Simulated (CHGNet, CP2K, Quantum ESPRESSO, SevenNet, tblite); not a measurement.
# Pressure against volume in hcp Mg, size series (36 atoms), CHGNet r2SCAN

The cell holds 36 atoms: 36 Mg. Cell: a = 9.627 Å, b = 9.627 Å, c = 10.422 Å, α = 90.0°, β = 90.0°, γ = 120.0°. It derives from Mg (hcp), repeated 3×3×2. Hcp Mg (a = 3.209 Å, c = 5.211 Å), 3 x 3 x 2 conventional cells; every coordinate displaced by a Gaussian of 0.05 Å. Then the atoms were relaxed with SevenNet 0 in the fixed cell.

Calculated with CHGNet r2SCAN: CHGNet r2SCAN, trained on r2SCAN plane-wave data, no dispersion term. The unchanged cell has V0 = 23.236 Å³ an atom and P0 = -0.848 GPa. It is scaled evenly, with fractional positions held.

```
volume (Å³/atom)  pressure (GPa)
          21.842               ?
          22.539         -0.0739
          23.933          -1.396
          24.630          -2.051
```

**Question.** Fit a second-order expansion in ln V to the rows given and extrapolate to the withheld row.

**Working.**

To second order in u = ln(V/V0), P = P0 − B u + ½ B B′ u², with B the bulk modulus at V0 and B′ its pressure derivative. So v = (P − P0)/u is a line in u, with intercept −B and slope ½ B B′.

| u | v (GPa) |
| --- | --- |
| -0.0304592 | -25.4143 |
| 0.0295588 | -18.5495 |
| 0.0582689 | -20.6525 |

With n = 3: mean u = 0.0191228, mean v = -21.5388, Σ(u − ū)² = 0.0040997, Σ(u − ū)(v − v̄) = 0.25805. Slope b = 0.25805 / 0.0040997 = 62.943; intercept a = v̄ − b ū = -22.742.

So B = 22.7 GPa and B′ = 2b/B = 5.5. At the withheld volume u = -0.06188, v = a + b u = -26.64 GPa, and P = P0 + u v.

Prediction at 21.842: 0.8002 GPa. The run gave 0.9447 GPa, so the fit is low by 0.14 GPa (15 % of the value).

B′ = 5.5 rests on three points, and the miss at the fourth puts it in doubt. Among the rows given, the largest miss of the fit is at 24.630, by 0.092 GPa (3.1 % of the range of the table).

Limits: Static cells at zero temperature, with the cell shape held.

[Logs are printed without paths, hosts, clocks, repeated set-up lines and the standing remarks that a program may print on its own settings, such as how far it seeks lower states.]

[Hosts, paths, dates, database ids (printed as entryN), source tags and the programs' standing remarks are cut or masked in the printed files.]
